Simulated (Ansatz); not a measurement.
# How fast states decay through IF, part 2 of 3

A new crystal, IF: structure, gap and complex bands. It is built by putting I for Cl, F for Br in the BrCl structure of space group Cmc2_1, with the volume rescaled by atomic radii. The parent structure comes from the Materials Project.

Ansatz 0.2.0; PBEsol DFT, plane waves, PAW files (the session's first sound run).

So far. Step 2 (Relaxing the new crystal): The largest force component on a free atom ends at 0.0020 eV/Å.

The structure was built from a prototype and need not be the compound's stable phase.

### 3. The bulk crystal and its band edges

The energy window and the wavevectors of the next steps follow from the band edges, so these are searched first, off the mesh as well.

The input, input.yaml:

```yaml
crystal:
  lattice:
    - [3.6968532316, -3.2174592672, 0.0]
    - [3.6968532316, 3.2174592672, 0.0]
    - [0.0, 0.0, 4.2084116724]
  atoms:
    - { symbol: F, position: [0.1399955403, 0.8600044597, 0.5606804269] }
    - { symbol: F, position: [0.8600044597, 0.1399955403, 0.0606804269] }
    - { symbol: I, position: [0.6631554987, 0.3368445013, 0.4393195731] }
    - { symbol: I, position: [0.3368445013, 0.6631554987, 0.9393195731] }
kpoints:
  mp_grid: { grid: [6, 6, 4] }
  band_path: { path: [VBM, CBM], npoints: 30 }
scf:
  occupations: { method: fixed }
hamiltonian:
  xc: pbesol
output:
  eigenvalues: true
  write_potential: true
  write_density: true
  volumetric_format: npy
  elf: true
```

The run is started by

```sh
> ansatz run input.yaml --threads 2 --pin off --max-ram 4096MiB --backend cpu --events-out ev --progress --plain --runs-dir out
```

Numbers of over 12 decimals in the logs are rounded to 6 here.

The log of the run:

```text
[...]
Crystal: 4 atoms, lattice volume = 100.114 Å³
Basis set: ecut = 420 eV, 1965 PW (Γ)
Bands: 29, of which v1, the nominal top of the filled ones, is band 24 counted from 1 (23 counted from 0)
Symmetry: 4 space group operations
[...]
k-points: 39 of 144 (time reversal used)
[...]
SCF iter   1: F=—  HF=-16463.144212 eV  |F-HF|=—  |Δ(HF+E_count)|=         —  Δρ=1.21e-2  dr2=1.06e-1  ethr=1.77e-3  ⟨swp⟩=5.0  Hψ=4535  notcnv=0  defer=117
[...]
SCF iter   7: F=-16463.121303 eV  HF=-16463.121303 eV  |F-HF|=2.64e-8  |Δ(HF+E_count)|=   7.90e-7  Δρ=5.75e-6  dr2=2.66e-8  ethr=2.08e-10  ⟨swp⟩=11.9  Hψ=5528  notcnv=0
SCF 1 converged in 7 iterations: F = -16463.121303 eV  dr2 = 2.66e-8
[...]
NSCF: frozen V_eff on 52 k-points
[...]
SCF converged after 7 iterations
Free energy (F): -16463.121303 eV
[...]
Internal energy: -16463.121303 eV  (E = F + TS)
E sigma→0 (E₀):  -16463.121303 eV
Fermi energy:    4.737162 eV
[...]
--- Band table (eV; the first three rows and the last of 39) ---
  k-point 0: bands = [... 20 lower, 2.8944, 2.9843, 3.0441, 4.3900, 6.2743, 7.5052, 10.3418, 11.6267, ... 1 higher]
  k-point 1: bands = [... 20 lower, 3.2148, 3.2752, 3.6813, 4.1800, 6.7057, 7.0107, 11.0550, 11.1918, ... 1 higher]
  k-point 2: bands = [... 20 lower, 3.6761, 3.6761, 3.6855, 3.6855, 6.8987, 6.8987, 10.8091, 10.8091, ... 1 higher]
  k-point 38: bands = [... 20 lower, 3.4635, 3.4635, 3.5732, 3.5732, 7.1067, 7.1067, 13.4724, 13.4724, ... 1 higher]
```

Wall time 14 s (2 threads of Intel Xeon Platinum 8488C (Sapphire Rapids), shared host); peak memory 0.45 GiB; 27 s of CPU time.

Numbers from this step:

| Item | Value |
| --- | --- |
| free energy | -16463.1213 eV |
| Fermi energy | 4.737 eV |
| gap on the k-mesh | 0.5856 eV |
| gap on path | 0.5427 eV, by band count; negative where bands overlap |
| direct gap on path | 0.5670 eV |
| edge places on path | 0, 0.1577 1/A along the path |

The electronic bands at the labelled points (eV, zero at the Fermi level (highest filled level under fixed occupations); v1 is the highest filled band, c1 the lowest empty one):

```csv
point,v4,v3,v2,v1,c1,c2,c3,c4
VBM,-1.99,-1.61,-1.53,0.00,0.73,2.70,7.23,7.62
halfway,-2.01,-1.63,-1.48,-0.01,0.59,2.73,6.97,7.65
CBM,-2.02,-1.65,-1.46,-0.03,0.54,2.75,6.68,7.65
```

Electrostatic potential energy in the ac plane of the cell as run, not the conventional one, at fractional y = 0.140, with atoms of F within 0.2 Å of it. With pseudopotentials it is smooth inside the atoms' cores, unlike the true potential.

Values in eV, 12 rows by 14 columns, each cell a mean:
```
 10  11  11  11  11  10  10  10  11  10   7 -12 -19  -5
 11  11  11  11  11  10  10  10  10  10  10   9   8  10
 11  11  11  11  11  10  10  10   9   9   9  10  10  11
 11  11  11  11  11  10  10   9   7   6   6   8   9  10
 11  11  11  11  11  10   9   7   4   0   0   4   7   9
 10  11  11  11  11  10   9   5  -2  -7  -7  -2   4   8
 10  11  11  11  11  10   8   4  -4 -10 -11  -5   3   8
 10  11  11  11  11  10   9   5  -2  -8  -8  -2   4   8
 10  11  11  11  11  10   9   7   3   0   0   1   4   8
 10  11  11  11  11  10  10   9   7   6   1 -15 -20  -6
  6  11  11  11  11  10  10  10   9   8  -9 -29 -30 -25
  5  11  11  11  11  10  10  10  10  10  -8 -28 -30 -26
```
Columns run along a (4.9 Å; values clipped at the 3rd and 97th percentile), rows up along c (4.2 Å). Atoms in or near the plane, at fractional coordinates: F at (0.86, 0.06).

ELF in the ac plane of the cell as run, not the conventional one, at fractional y = 0.140, with atoms of F within 0.2 Å of it. It is the smooth field of the valence electrons, not physical close to the nuclei.

Ten even steps from '0' (0.01) to '9' (0.88), each cell a mean:
```
61000000037998
10000000002554
00000001211000
00000025765310
00000169998740
00000289988751
00000389987541
00000389864321
20000257533454
62000012225788
84000000038779
83000000058879
```
Columns run along a (4.9 Å), rows up along c (4.2 Å). Atoms in or near the plane, at fractional coordinates: F at (0.86, 0.06).

Valence density in the ac plane of the cell as run, not the conventional one, at fractional y = 0.140, with atoms of F within 0.2 Å of it. It is the smooth field of the valence electrons, not physical close to the nuclei.

Values in e/Å³, 12 rows by 14 columns, each cell a mean:
```
 0  0  0  0  0  0  0  0  0  0  1  2  3  1
 0  0  0  0  0  0  0  0  0  0  0  0  0  0
 0  0  0  0  0  0  0  0  0  0  0  0  0  0
 0  0  0  0  0  0  0  0  0  0  0  0  0  0
 0  0  0  0  0  0  0  0  0  0  0  0  0  0
 0  0  0  0  0  0  0  0  1  1  1  0  0  0
 0  0  0  0  0  0  0  0  1  1  1  0  0  0
 0  0  0  0  0  0  0  0  0  1  1  0  0  0
 0  0  0  0  0  0  0  0  0  0  0  1  1  0
 0  0  0  0  0  0  0  0  0  0  1  2  3  2
 1  0  0  0  0  0  0  0  0  0  2  7 10  5
 1  0  0  0  0  0  0  0  0  0  2  7 10  5
```
Columns run along a (4.9 Å), rows up along c (4.2 Å). Atoms in or near the plane, at fractional coordinates: F at (0.86, 0.06).

The searched edges give 0.543 eV, under the 0.586 eV of the mesh, which misses an edge.

### 4. Decaying states in the gap

This step: PBEsol DFT, plane waves, PAW files; complex bands by layer matching along the plane's normal (Ansatz 0.2.0).

The same crystal is laid in a cell whose first two vectors span the (001) plane (indices of the standard conventional cell, whose axes can be ordered otherwise than in the bulk input). At fixed energy and wavevector in the plane the solver finds all kz, real and complex. A few wavevectors are listed, (0, 0), (-0.263, 0.263) and (-0.3438, 0.3438) in units of the plane's reciprocal vectors; the slowest state needn't be among them.

The input, input.yaml:

```yaml
crystal:
  lattice:
    - [4.900894607, 0.0, 0.0]
    - [0.676341759, 4.854001419, 0.0]
    - [0.0, 0.0, 4.208411672]
  atoms:
    - { symbol: F, position: [0.8600044597, 0.1399955403, 0.4393195731] }
    - { symbol: F, position: [0.1399955403, 0.8600044597, 0.9393195731] }
    - { symbol: I, position: [0.3368445013, 0.6631554987, 0.5606804269] }
    - { symbol: I, position: [0.6631554987, 0.3368445013, 0.0606804269] }
kpoints:
  mp_grid: { grid: [6, 6, 6] }
scf:
  occupations: { method: fixed }
hamiltonian:
  xc: pbesol
output:
  eigenvalues: true
  transmission:
    leads: [[0, 0]]
    kpoints: [[0.0, 0.0], [-0.263, 0.263], [-0.3438, 0.3438]]
    e_range: [-1.0, 1.54]
    de: 0.06
```

The log of the run:

```text
[...]
Crystal: 4 atoms, lattice volume = 100.114 Å³
Basis set: ecut = 420 eV, 1965 PW (Γ)
Bands: 29, of which v1, the nominal top of the filled ones, is band 24 counted from 1 (23 counted from 0)
Symmetry: 4 space group operations
[...]
k-points: 52 of 216 (time reversal used)
[...]
SCF iter   1: F=—  HF=-16463.149167 eV  |F-HF|=—  |Δ(HF+E_count)|=         —  Δρ=1.20e-2  dr2=1.04e-1  ethr=1.77e-3  ⟨swp⟩=5.1  Hψ=6056  notcnv=0  defer=156
[...]
SCF iter   7: F=-16463.126750 eV  HF=-16463.126750 eV  |F-HF|=2.62e-8  |Δ(HF+E_count)|=   8.02e-7  Δρ=5.64e-6  dr2=2.53e-8  ethr=2.08e-10  ⟨swp⟩=11.9  Hψ=7286  notcnv=0
SCF 1 converged in 7 iterations: F = -16463.126750 eV  dr2 = 2.53e-8
[...]
transmission: 6 of 18 steps passed
transmission: 12 of 18 steps passed
transmission: 18 of 18 steps passed
SCF converged after 7 iterations
Free energy (F): -16463.126750 eV
[...]
Internal energy: -16463.126750 eV  (E = F + TS)
E sigma→0 (E₀):  -16463.126750 eV
Fermi energy:    4.736750 eV
[...]
--- Band table (eV; the first three rows and the last of 52) ---
  k-point 0: bands = [... 20 lower, 2.8922, 2.9842, 3.0434, 4.3901, 6.2742, 7.5040, 10.3418, 11.6259, ... 1 higher]
  k-point 1: bands = [... 20 lower, 3.1200, 3.1476, 3.3581, 4.2943, 6.6868, 7.0472, 10.7009, 11.4921, ... 1 higher]
  k-point 2: bands = [... 20 lower, 3.3425, 3.3793, 3.8862, 4.0306, 6.5304, 7.1881, 10.9362, 11.3885, ... 1 higher]
  k-point 51: bands = [... 20 lower, 3.4634, 3.4634, 3.5734, 3.5734, 7.1063, 7.1063, 13.4718, 13.4718, ... 1 higher]
--- Transmission ---
  basis      : 211 plane waves across, 6 finite elements along
  points     : 3, as listed
  energies   : 43 from -1.000000 to 1.520000 eV about the Fermi level, 0.060000 eV apart; the leads are filled to 0.292815 eV, and channels, transmission and decay are at 0.320000 eV
  crystal 0  : F2I2, at the sites [0, 0], period 4.2084 Å: whole cells are its period
    offset         : up to 0.0000 Å between an atom of the period and one for which it stands
    channels       : 0.000000e0 a spin
    conductance    : none, the energies end too early or step too widely for 300 K: set another output.transmission.e_range or a lower de, or, where they end at an eighth of basis.ecutwfc, a higher one
    slowest decay  : 0.0859 /Å at (-0.2630, 0.2630)
```

Wall time 22 s (2 threads); peak memory 0.65 GiB.

Numbers from this step:

```
free energy                                               : -16463.1268 eV
level to which the leads are filled                       : 0.2928 eV from the Fermi level
decay constant at the filling level, zone centre          : 0.2508 Å⁻¹
decay constant at the filling level, slowest listed point : 0.0859 Å⁻¹
```

K parallel (0, 0); values up to 1.5 1/Å, a degenerate pair printed once or twice; energies at which all values exceed this have no row. Im kz of the slowest decaying states against energy, zero at the highest filled level on the SCF mesh:

```csv
energy (eV),decay 1 (Å⁻¹),decay 2 (Å⁻¹),decay 3 (Å⁻¹),decay 4 (Å⁻¹)
-1.00,0.465,0.838,1.16,1.37
-0.88,0.487,0.841,1.15,1.35
-0.82,0.0424,0.497,0.842,1.15
-0.70,0.124,0.515,0.843,1.14
-0.58,0.162,0.531,0.844,1.12
-0.52,0.177,0.539,0.844,1.12
-0.40,0.199,0.553,0.844,1.11
-0.28,0.205,0.215,0.512,0.619
-0.22,0.222,0.281,0.477,0.666
-0.10,0.233,0.388,0.438,0.728
0.02,0.241,0.411,0.468,0.777
0.08,0.244,0.399,0.503,0.799
0.20,0.248,0.378,0.566,0.832
0.32,0.251,0.359,0.621,0.828
0.44,0.251,0.340,0.671,0.823
0.50,0.251,0.331,0.694,0.821
0.62,0.249,0.313,0.739,0.816
0.74,0.245,0.293,0.780,0.810
0.80,0.242,0.283,0.800,0.807
0.92,0.236,0.261,0.802,0.839
1.04,0.226,0.237,0.795,0.875
1.10,0.221,0.223,0.792,0.893
1.22,0.192,0.208,0.785,0.929
1.34,0.154,0.191,0.779,0.963
1.40,0.129,0.180,0.775,0.980
1.52,0.0465,0.155,0.768,1.00
```

K parallel (-0.263, 0.263); values up to 1.5 1/Å, a degenerate pair printed once or twice; energies at which all values exceed this have no row. Im kz of the slowest decaying states against energy, zero at the highest filled level on the SCF mesh:

```csv
energy (eV),decay 1 (Å⁻¹),decay 2 (Å⁻¹),decay 3 (Å⁻¹),decay 4 (Å⁻¹)
-1.00,0.122,0.163,0.664,1.09
-0.82,0.134,0.226,0.682,1.11
-0.64,0.139,0.270,0.699,1.13
-0.46,0.140,0.303,0.715,1.14
-0.28,0.137,0.330,0.730,1.16
-0.10,0.129,0.351,0.745,1.17
0.02,0.118,0.121,0.363,0.755
0.08,0.116,0.177,0.368,0.759
0.26,0.0953,0.286,0.381,0.773
0.44,0.0602,0.360,0.392,0.787
0.62,0.399,0.419,0.801,1.21
0.80,0.404,0.47,0.815,1.22
0.98,0.405,0.516,0.830,1.21
1.16,0.404,0.560,0.846,1.19
1.34,0.399,0.603,0.862,1.16
1.52,0.390,0.648,0.881,1.10
```

K parallel (-0.263, 0.263). The Re kz of states that move upwards, channel 1 by energy, zero at the highest filled level on the SCF mesh:

```csv
energy (eV),"Re kz of states that move upwards, channel 1 (Å⁻¹)"
-1.00,-0.631
-0.88,-0.574
-0.76,-0.519
-0.64,-0.465
-0.52,-0.409
-0.40,-0.349
-0.28,-0.283
-0.16,-0.202
-0.04,-0.0619
0.02,-
0.08,-
0.20,-
0.32,-
0.44,-
0.56,0.0254
0.68,0.0737
0.80,0.104
0.92,0.129
1.04,0.152
1.16,0.174
1.28,0.194
1.40,0.215
1.52,0.235
```

K parallel (-0.3438, 0.3438); values up to 1.5 1/Å, a degenerate pair printed once or twice; energies at which all values exceed this have no row. Table of Im kz of the slowest decaying states by energy, zero at the highest filled level on the SCF mesh:

```csv
energy (eV),decay 1 (Å⁻¹),decay 2 (Å⁻¹),decay 3 (Å⁻¹),decay 4 (Å⁻¹)
-1.00,0.136,0.176,0.633,1.14
-0.88,0.182,0.189,0.653,1.15
-0.76,0.186,0.226,0.671,1.17
-0.64,0.187,0.254,0.689,1.18
-0.52,0.187,0.277,0.706,1.19
-0.40,0.184,0.296,0.723,1.20
-0.22,0.178,0.319,0.746,1.22
-0.10,0.172,0.331,0.762,1.22
0.02,0.0696,0.164,0.341,0.777
0.14,0.153,0.183,0.349,0.792
0.26,0.141,0.245,0.356,0.807
0.38,0.124,0.293,0.360,0.821
0.50,0.103,0.332,0.364,0.836
0.62,0.0733,0.365,0.366,0.851
0.74,0.367,0.394,0.866,1.22
0.92,0.365,0.433,0.888,1.20
1.04,0.362,0.456,0.903,1.19
1.16,0.357,0.477,0.919,1.18
1.28,0.351,0.497,0.936,1.17
1.40,0.342,0.515,0.953,1.16
1.52,0.332,0.533,0.970,1.15
```

K parallel (-0.3438, 0.3438). Table of Re kz of states that move upwards, channel 1 by energy, zero at the highest filled level on the SCF mesh:

```csv
energy (eV),"Re kz of states that move upwards, channel 1 (Å⁻¹)"
-1.00,-0.605
-0.94,-0.576
-0.82,-0.522
-0.76,-0.495
-0.64,-0.443
-0.58,-0.416
-0.46,-0.362
-0.40,-0.334
-0.28,-0.274
-0.22,-0.241
-0.16,-0.204
-0.04,-0.100
0.02,-
0.14,-
0.20,-
0.32,-
0.38,-
0.50,-
0.56,-
0.68,-
0.74,0.0222
0.80,0.0602
0.92,0.102
0.98,0.118
1.10,0.147
1.16,0.160
1.28,0.185
1.34,0.197
1.46,0.221
1.52,0.233
```

At the listed wavevectors the last open channel is at -0.04 eV and the next at +0.56 eV on the grid. At +0.32 eV, the grid energy nearest the filling level (the middle of the gap on the SCF mesh), the slowest state at the listed wavevectors decays with κ = 0.0859 Å⁻¹, its amplitude falling by e over 12 Å. Through 1 nm of this crystal that state's transmission falls by exp(−2 × 0.0859 Å⁻¹ × 10 Å) = 0.18.

### 5. Decay over the two-dimensional zone

The listed points could miss the slowest state, so one energy near mid-gap is solved on a mesh of 8×8.

input.yaml, as its differences from that of step 4:

```diff
@@ -18,6 +18,2 @@
   eigenvalues: true
-  transmission:
-    leads: [[0, 0]]
-    kpoints: [[0.0, 0.0], [-0.263, 0.263], [-0.3438, 0.3438]]
-    e_range: [-1.0, 1.54]
-    de: 0.06
+  transmission: { leads: [[0, 0]], kmesh: [8, 8], e_range: [0.27, 0.28], de: 0.05 }
```

The log of the run:

```text
[...]
Crystal: 4 atoms, lattice volume = 100.114 Å³
Basis set: ecut = 420 eV, 1965 PW (Γ)
Bands: 29, of which v1, the nominal top of the filled ones, is band 24 counted from 1 (23 counted from 0)
Symmetry: 4 space group operations
[...]
k-points: 52 of 216 (time reversal used)
[...]
SCF iter   1: F=—  HF=-16463.149167 eV  |F-HF|=—  |Δ(HF+E_count)|=         —  Δρ=1.20e-2  dr2=1.04e-1  ethr=1.77e-3  ⟨swp⟩=5.1  Hψ=6056  notcnv=0  defer=156
[...]
SCF iter   7: F=-16463.126750 eV  HF=-16463.126750 eV  |F-HF|=2.62e-8  |Δ(HF+E_count)|=   8.02e-7  Δρ=5.64e-6  dr2=2.53e-8  ethr=2.08e-10  ⟨swp⟩=11.9  Hψ=7286  notcnv=0
SCF 1 converged in 7 iterations: F = -16463.126750 eV  dr2 = 2.53e-8
[...]
transmission: 24 of 126 steps passed
transmission: 48 of 126 steps passed
[...]
transmission: 126 of 126 steps passed
SCF converged after 7 iterations
Free energy (F): -16463.126750 eV
[...]
Internal energy: -16463.126750 eV  (E = F + TS)
E sigma→0 (E₀):  -16463.126750 eV
Fermi energy:    4.736750 eV
[...]
--- Band table (eV; the first three rows and the last of 52) ---
  k-point 0: bands = [... 20 lower, 2.8922, 2.9842, 3.0434, 4.3901, 6.2742, 7.5040, 10.3418, 11.6259, ... 1 higher]
  k-point 1: bands = [... 20 lower, 3.1200, 3.1476, 3.3581, 4.2943, 6.6868, 7.0472, 10.7009, 11.4921, ... 1 higher]
  k-point 2: bands = [... 20 lower, 3.3425, 3.3793, 3.8862, 4.0306, 6.5304, 7.1881, 10.9362, 11.3885, ... 1 higher]
  k-point 51: bands = [... 20 lower, 3.4634, 3.4634, 3.5734, 3.5734, 7.1063, 7.1063, 13.4718, 13.4718, ... 1 higher]
--- Transmission ---
  basis      : 211 plane waves across, 6 finite elements along
  points     : 21, standing for a mesh of 8 x 8
  energies   : 1 from 0.270000 to 0.270000 eV about the Fermi level; the leads are filled to 0.292815 eV, and channels, transmission and decay are at 0.270000 eV
  crystal 0  : F2I2, at the sites [0, 0], period 4.2084 Å: whole cells are its period
[...]
channels       : 0.000000e0 a spin
    conductance    : none, crystal 0 has no channel at the energies, or these end too early or step too widely for 300 K: set another output.transmission.e_range or a lower de, or, where they end at an eighth of basis.ecutwfc, a higher one
    slowest decay  : 0.0948 /Å at (-0.2500, 0.2500)
```

It took 17 s on 2 threads; peak memory 0.68 GiB; 32 s of CPU time.

Numbers from this step:

```
least decay constant on the mesh : 0.0948 Å⁻¹
```

Slowest decay constant (1/Å; 0 where a channel is open) over k1 and k2. At 0.2700 eV from the Fermi level.

Values, 8 rows by 8 columns:
```
0.255 0.175 0.119 0.108 0.145 0.250 0.297 0.270
0.235 0.119 0.095 0.134 0.226 0.295 0.275 0.297
0.143 0.108 0.134 0.216 0.279 0.263 0.295 0.250
0.118 0.145 0.226 0.279 0.250 0.279 0.226 0.145
0.143 0.250 0.295 0.263 0.279 0.216 0.134 0.108
0.235 0.297 0.275 0.295 0.226 0.134 0.095 0.119
0.255 0.270 0.297 0.250 0.145 0.108 0.119 0.175
0.241 0.255 0.235 0.143 0.118 0.143 0.235 0.255
```
Columns: k1 (b1) from -0.5 to 0.375; rows upwards: k2 (b2) from -0.5 to 0.375.

The least value on the mesh is 0.0948 Å⁻¹ at +0.27 eV. At that energy the listed points give about 0.0937 Å⁻¹ by interpolation, so the mesh holds no clearly slower state.

### 6. Band edges at another level, cutoff 500 eV

This step: r2SCAN DFT, plane waves, PAW files (Ansatz 0.2.0).

The edges again with r2SCAN, at the same atoms. Against that run the cutoff is 500 eV against 420.

The input, input.yaml:

```yaml
crystal:
  lattice:
    - [3.6968532316, -3.2174592672, 0.0]
    - [3.6968532316, 3.2174592672, 0.0]
    - [0.0, 0.0, 4.2084116724]
  atoms:
    - { symbol: F, position: [0.1399955403, 0.8600044597, 0.5606804269] }
    - { symbol: F, position: [0.8600044597, 0.1399955403, 0.0606804269] }
    - { symbol: I, position: [0.6631554987, 0.3368445013, 0.4393195731] }
    - { symbol: I, position: [0.3368445013, 0.6631554987, 0.9393195731] }
kpoints:
  mp_grid: { grid: [6, 6, 4] }
  band_path: { path: [VBM, CBM], npoints: 30 }
scf:
  occupations: { method: fixed }
hamiltonian:
  xc: r2scan
output:
  eigenvalues: true
```

The log of the run:

```text
[...]
Crystal: 4 atoms, lattice volume = 100.114 Å³
Basis set: ecut = 500 eV, 2533 PW (Γ), exchange–correlation on 144×144×128 points (64 copies of the dense FFT grid, shifted against one another)
Bands: 29, of which v1, the nominal top of the filled ones, is band 24 counted from 1 (23 counted from 0)
Symmetry: 4 space group operations
[...]
k-points: 39 of 144 (time reversal used)
[...]
SCF iter   1: F=—  HF=-16672.948090 eV  |F-HF|=—  |Δ(HF+E_count)|=         —  Δρ=7.17e-3  dr2=5.54e-2  dr2_τ=7.26e-2  ethr=1.77e-3  ⟨swp⟩=5.1  Hψ=4670  notcnv=0  defer=117
[...]
SCF iter   7: F=-16672.984430 eV  HF=-16672.984430 eV  |F-HF|=2.84e-10  |Δ(HF+E_count)|=   6.05e-8  Δρ=9.00e-6  dr2=9.37e-8  dr2_τ=1.95e-9  ethr=2.08e-10  ⟨swp⟩=10.0  Hψ=6400  notcnv=0
SCF 1 converged in 7 iterations: F = -16672.984430 eV  dr2 = 9.37e-8
[...]
SCF converged after 7 iterations
Free energy (F): -16672.984430 eV
[...]
Internal energy: -16672.984430 eV  (E = F + TS)
E sigma→0 (E₀):  -16672.984430 eV
Fermi energy:    4.469161 eV
[...]
--- Band table (eV; the first three rows and the last of 39) ---
  k-point 0: bands = [... 20 lower, 2.6562, 2.7028, 2.7144, 4.0969, 6.2951, 7.6233, 10.7916, 12.0819, ... 1 higher]
  k-point 1: bands = [... 20 lower, 2.8909, 2.9879, 3.4153, 3.8825, 6.8601, 7.0796, 11.4708, 11.4791, ... 1 higher]
  k-point 2: bands = [... 20 lower, 3.3664, 3.3664, 3.4420, 3.4420, 7.0104, 7.0104, 11.1029, 11.1029, ... 1 higher]
  k-point 38: bands = [... 20 lower, 3.1356, 3.1356, 3.3124, 3.3124, 7.2151, 7.2151, 13.8941, 13.8941, ... 1 higher]
```

Elapsed: 25 s, on 2 threads; peak memory 0.57 GiB.

This step gave:

```yaml
free_energy: -16672.9844 eV
fermi_energy: 4.469 eV
gap_on_the_k_mesh: 0.8942 eV
gap_on_path: 0.8536 eV, by band count; negative where bands overlap
direct_gap_on_path: 0.8831 eV
edge_places_on_path: 0.006272, 0.1882 1/A along the path
```

Electronic bands along the path, in eV, zero at the Fermi level (highest filled level under fixed occupations); v1 is the highest filled band, c1 the lowest empty one:

```csv
point,v4,v3,v2,v1,c1,c2,c3
VBM,-1.96,-1.72,-1.52,0.00,1.10,3.08,8.00
halfway,-1.98,-1.74,-1.46,-0.01,0.92,3.12,7.70
CBM,-1.98,-1.76,-1.43,-0.03,0.86,3.16,7.36
```

The searched edges give 0.854 eV, under the 0.894 eV of the mesh, which misses an edge.

For the gap on path, step 3 gave 0.543 eV; this run, with r2SCAN and cutoff 500 eV, gives 0.854 eV.

(Part 2 of 3 ends here.)

[Logs are printed without paths, hosts, clocks, repeated set-up lines and the standing remarks that a program may print on its own settings, such as how far it seeks lower states.]

[Hosts, paths, dates, database ids (printed as entryN), source tags and the programs' standing remarks are cut or masked in the printed files.]
